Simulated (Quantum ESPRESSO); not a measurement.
**FeGe: parallel and opposed starts**

Does FeGe prefer parallel or opposed moments?

Calculated with Quantum ESPRESSO 7.5; PBEsol; plane waves with GBRV 1.5 PBEsol potentials, no spin-orbit coupling.

The database entry behind the starting cell differs from later determinations by our own check (about 0.2 % short), so it need not match the best structure at ambient conditions.

## 1. Set-up

The structure is cubic, space group P2_13 (No. 198). The conventional cell has a = 4.689 Å, b = 4.689 Å, c = 4.689 Å, α = 90.00°, β = 90.00°, γ = 90.00°. Nearest to Fe lie 7 Ge at 2.38 to 2.64 Å. Nearest to Ge lie 7 Fe at 2.38 to 2.64 Å. Farther neighbours are not listed.

As a file:

```cif
data_structure
_symmetry_space_group_name_H-M 'P 1'
_symmetry_Int_Tables_number 1
_cell_length_a 4.6890
_cell_length_b 4.6890
_cell_length_c 4.6890
_cell_angle_alpha 90.000
_cell_angle_beta 90.000
_cell_angle_gamma 90.000
_cell_volume 103.10
loop_
_atom_site_label
_atom_site_type_symbol
_atom_site_fract_x
_atom_site_fract_y
_atom_site_fract_z
_atom_site_occupancy
Fe1 Fe 0.13500 0.13500 0.13500 1
Fe2 Fe 0.36500 0.86500 0.63500 1
Fe3 Fe 0.63500 0.36500 0.86500 1
Fe4 Fe 0.86500 0.63500 0.36500 1
Ge5 Ge 0.84200 0.84200 0.84200 1
Ge6 Ge 0.65800 0.15800 0.34200 1
Ge7 Ge 0.34200 0.65800 0.15800 1
Ge8 Ge 0.15800 0.34200 0.65800 1
```

The cell comes from the Crystallography Open Database.

## 2. Run 1, typed as ferro ++++

The signs are those of the starting moments on the seeded atoms, the atoms that are given a moment.

pw.in reads:

```
&CONTROL
  calculation = 'scf'
  prefix = 'pwscf'
  outdir = './tmp'
  pseudo_dir = './pseudo'
  disk_io = 'nowf'
/
&SYSTEM
  ibrav = 0
  celldm(1) = 8
  nat = 8
  ntyp = 2
  ecutwfc = 40
  ecutrho = 280
  nbnd = 80
  occupations = 'smearing'
  smearing = 'fd'
  degauss = 0.00734986
  nspin = 2
  starting_magnetization(1) = 0.175
  starting_magnetization(2) = 0
/
&ELECTRONS
  conv_thr = 1.6d-08
  electron_maxstep = 150
  mixing_beta = 0.3
/
ATOMIC_SPECIES
Fe     55.8450 fe_pbesol_v1.5.uspp.F.UPF
Ge     72.6300 ge_pbesol_v1.4.uspp.F.UPF
CELL_PARAMETERS alat
   1.1076157247963    0.0000000000000    0.0000000000000
   0.0000000000000    1.1076157247963    0.0000000000000
   0.0000000000000    0.0000000000000    1.1076157247963
ATOMIC_POSITIONS crystal
Fe      0.1350000000    0.1350000000    0.1350000000
Fe      0.3650000000    0.8650000000    0.6350000000
Fe      0.6350000000    0.3650000000    0.8650000000
Fe      0.8650000000    0.6350000000    0.3650000000
Ge      0.8420000000    0.8420000000    0.8420000000
Ge      0.6580000000    0.1580000000    0.3420000000
Ge      0.3420000000    0.6580000000    0.1580000000
Ge      0.1580000000    0.3420000000    0.6580000000
K_POINTS automatic
6 6 6 0 0 0
```

Command:

```bash
OMP_NUM_THREADS=1 mpirun -n 4 pw.x -nk 4 -in pw.in > pw.out
```

The program printed:

```text
Program PWSCF v.7.5 starts

     Message from routine setup:
     using ibrav=0 with symmetry is DISCOURAGED, use correct ibrav instead

     K-points division:     npool     =       4
     Subspace diagonalization in iterative solution of the eigenvalue problem:

     G-vector sticks info
     --------------------
     sticks:   dense  smooth     PW     G-vecs:    dense   smooth      PW
     Sum        1749     997    293                54963    23847    3887

     Using Slab Decomposition

     bravais-lattice index     =            0
     lattice parameter (alat)  =       8.0000  a.u.
     unit-cell volume          =     695.7245 (a.u.)^3
     number of atoms/cell      =            8
     number of atomic types    =            2
     number of electrons       =       120.00
     number of Kohn-Sham states=           80
     kinetic-energy cutoff     =      40.0000  Ry
     charge density cutoff     =     280.0000  Ry
     scf convergence threshold =      1.6E-08
     mixing beta               =       0.3000
     number of iterations used =            8  plain     mixing
     Exchange-correlation= SLA  PW   PSX  PSC
                           (   1   4  10   8   0   0   0)

     celldm(1)=   8.000000  celldm(2)=   0.000000  celldm(3)=   0.000000
     celldm(4)=   0.000000  celldm(5)=   0.000000  celldm(6)=   0.000000

     crystal axes: (cart. coord. in units of alat)
               a(1) = (   1.107616   0.000000   0.000000 )
               a(2) = (   0.000000   1.107616   0.000000 )
               a(3) = (   0.000000   0.000000   1.107616 )

     reciprocal axes: (cart. coord. in units 2 pi/alat)
               b(1) = (  0.902840  0.000000  0.000000 )
               b(2) = (  0.000000  0.902840  0.000000 )
               b(3) = (  0.000000  0.000000  0.902840 )

     PseudoPot. # 1 for Fe read from file:
     fe_pbesol_v1.5.uspp.F.UPF
     Pseudo is Ultrasoft + core correction, Zval = 16.0
     Generated by new atomic code, or converted to UPF format
     Using radial grid of  861 points,  6 beta functions with:
                l(1) =   0
                l(2) =   0
                l(3) =   1
                l(4) =   1
                l(5) =   2
                l(6) =   2
     Q(r) pseudized with  8 coefficients,  rinner =    1.000   1.000   1.000
                                                       1.000   1.000

     PseudoPot. # 2 for Ge read from file:
     ge_pbesol_v1.4.uspp.F.UPF
     Pseudo is Ultrasoft + core correction, Zval = 14.0
     Generated by new atomic code, or converted to UPF format
     Using radial grid of  873 points,  6 beta functions with:
                l(1) =   0
                l(2) =   0
                l(3) =   1
                l(4) =   1
                l(5) =   2
                l(6) =   2
     Q(r) pseudized with  8 coefficients,  rinner =    1.400   1.400   1.400
                                                       1.400   1.400

     atomic species   valence    mass     pseudopotential
     Fe               16.00    55.84500     Fe( 1.00)
     Ge               14.00    72.63000     Ge( 1.00)

     Starting magnetic structure
     atomic species   magnetization
     Fe              0.175
     Ge              0.000

     12 Sym. Ops. (no inversion) found ( 9 have fractional translation)

   Cartesian axes

     site n.     atom                  positions (alat units)
         1        Fe     tau(   1) = (   0.1495281   0.1495281   0.1495281  )
         2        Fe     tau(   2) = (   0.4042797   0.9580876   0.7033360  )
         3        Fe     tau(   3) = (   0.7033360   0.4042797   0.9580876  )
         4        Fe     tau(   4) = (   0.9580876   0.7033360   0.4042797  )
         5        Ge     tau(   5) = (   0.9326124   0.9326124   0.9326124  )
         6        Ge     tau(   6) = (   0.7288111   0.1750033   0.3788046  )
         7        Ge     tau(   7) = (   0.3788046   0.7288111   0.1750033  )
         8        Ge     tau(   8) = (   0.1750033   0.3788046   0.7288111  )

     number of k points=    24  Fermi-Dirac smearing, width (Ry)=  0.0073
                       cart. coord. in units 2pi/alat
        k(    1) = (   0.0000000   0.0000000   0.0000000), wk =   0.0046296
        k(    2) = (   0.0000000   0.0000000   0.1504734), wk =   0.0277778
        k(    3) = (   0.0000000   0.0000000   0.3009467), wk =   0.0277778
        k(    4) = (   0.0000000   0.0000000  -0.4514201), wk =   0.0138889
        k(    5) = (   0.0000000   0.1504734   0.1504734), wk =   0.0555556
        [... 19 further k-points ...]

     Dense  grid:    54963 G-vectors     FFT dimensions: (  48,  48,  48)

     Smooth grid:    23847 G-vectors     FFT dimensions: (  36,  36,  36)

     Check: negative core charge=   -0.000031
     Generating pointlists ...
     new r_m :   0.2319 (alat units)  1.8549 (a.u.) for type    1
     new r_m :   0.2319 (alat units)  1.8549 (a.u.) for type    2

     Initial potential from superposition of free atoms

     starting charge     115.9967, renormalised to     120.0000
     Starting wfcs are   88 randomized atomic wfcs

     Self-consistent Calculation

     iteration #  1     ecut=    40.00 Ry     beta= 0.30
     Davidson diagonalization with overlap
     ethr =  1.00E-02,  avg # of iterations =  3.5

     total energy              =   -1853.41350575 Ry
     estimated scf accuracy    <       3.26292242 Ry

     total magnetization       =     5.75 Bohr mag/cell
     absolute magnetization    =     7.22 Bohr mag/cell

     iteration #  2     ecut=    40.00 Ry     beta= 0.30
     Davidson diagonalization with overlap
     ethr =  2.72E-03,  avg # of iterations =  2.0

     total energy              =   -1853.47797333 Ry
     estimated scf accuracy    <       1.13910228 Ry

     total magnetization       =     6.43 Bohr mag/cell
     absolute magnetization    =     7.84 Bohr mag/cell

     iteration #  3     ecut=    40.00 Ry     beta= 0.30
     Davidson diagonalization with overlap
     ethr =  9.49E-04,  avg # of iterations =  2.1

     total energy              =   -1853.57583454 Ry
     estimated scf accuracy    <       0.50162282 Ry

     total magnetization       =     5.72 Bohr mag/cell
     absolute magnetization    =     7.26 Bohr mag/cell

     [... further iterations left out ...]

     iteration # 11     ecut=    40.00 Ry     beta= 0.30
     Davidson diagonalization with overlap
     ethr =  1.27E-08,  avg # of iterations =  2.0

     total energy              =   -1853.65406074 Ry
     estimated scf accuracy    <       0.00000139 Ry

     total magnetization       =     4.42 Bohr mag/cell
     absolute magnetization    =     5.56 Bohr mag/cell

     iteration # 12     ecut=    40.00 Ry     beta= 0.30
     Davidson diagonalization with overlap
     ethr =  1.16E-09,  avg # of iterations =  2.7

     total energy              =   -1853.65406417 Ry
     estimated scf accuracy    <       0.00000041 Ry

     total magnetization       =     4.40 Bohr mag/cell
     absolute magnetization    =     5.54 Bohr mag/cell

     iteration # 13     ecut=    40.00 Ry     beta= 0.30
     Davidson diagonalization with overlap
     ethr =  3.39E-10,  avg # of iterations =  2.5

     total energy              =   -1853.65406514 Ry
     estimated scf accuracy    <       0.00000004 Ry

     total magnetization       =     4.41 Bohr mag/cell
     absolute magnetization    =     5.55 Bohr mag/cell

     iteration # 14     ecut=    40.00 Ry     beta= 0.30
     Davidson diagonalization with overlap
     ethr =  3.48E-11,  avg # of iterations =  2.0

     Magnetic moment per site  (integrated on atomic sphere of radius R)
     atom   1 (R=0.232)  charge= 14.2632  magn=  1.2213
     atom   2 (R=0.232)  charge= 14.2632  magn=  1.2213
     atom   3 (R=0.232)  charge= 14.2632  magn=  1.2213
     atom   4 (R=0.232)  charge= 14.2632  magn=  1.2213
     atom   5 (R=0.232)  charge= 11.6845  magn= -0.0589
     atom   6 (R=0.232)  charge= 11.6845  magn= -0.0589
     atom   7 (R=0.232)  charge= 11.6845  magn= -0.0589
     atom   8 (R=0.232)  charge= 11.6845  magn= -0.0589

     End of self-consistent calculation

     [... lines left out ...]
     the Fermi energy is    16.4106 ev

!    total energy              =   -1853.65406524 Ry
     estimated scf accuracy    <          7.5E-09 Ry
     smearing contrib. (-TS)   =      -0.01747096 Ry
     internal energy E=F+TS    =   -1853.63659428 Ry

     The total energy is F=E-TS. E is the sum of the following terms:
     one-electron contribution =    -880.16799074 Ry
     hartree contribution      =     542.17949641 Ry
     xc contribution           =    -346.77497761 Ry
     ewald contribution        =   -1168.87312233 Ry

     total magnetization       =     4.41 Bohr mag/cell
     absolute magnetization    =     5.55 Bohr mag/cell

     convergence has been achieved in  14 iterations

=------------------------------------------------------------------------------=
   JOB DONE.
=------------------------------------------------------------------------------=
```

The job ended after 69 s (4 MPI ranks of Arm Neoverse V2, shared host; peak memory 0.67 GiB).

Spin moment in the atom's sphere by atom:

| atom | spin moment in the atom's sphere (μB) |
| --- | --- |
| Fe1 | 1.22 |
| Fe2 | 1.22 |
| Fe3 | 1.22 |
| Fe4 | 1.22 |
| Ge5 | -0.06 |
| Ge6 | -0.06 |
| Ge7 | -0.06 |
| Ge8 | -0.06 |

Read from the output:

```yaml
smearing_term_ts: 0.2377 eV
magnetization: 4.411 μB
absolute_magnetization: 5.548 μB
final_state: ferromagnetic
```

(Part 1 of 2 ends here.)

[Logs and program files are shortened in this print: banners, set-up blocks, solver, clock and traceback lines can be left out without a mark of their own.]

[Logs are printed without paths, hosts, clocks, repeated set-up lines and the standing remarks that a program may print on its own settings, such as how far it seeks lower states.]

[Hosts, paths, dates, database ids (printed as entryN), source tags and the programs' standing remarks are cut or masked in the printed files.]

[Where a cell is said to come from a database of computed structures, the database is the Materials Project.]
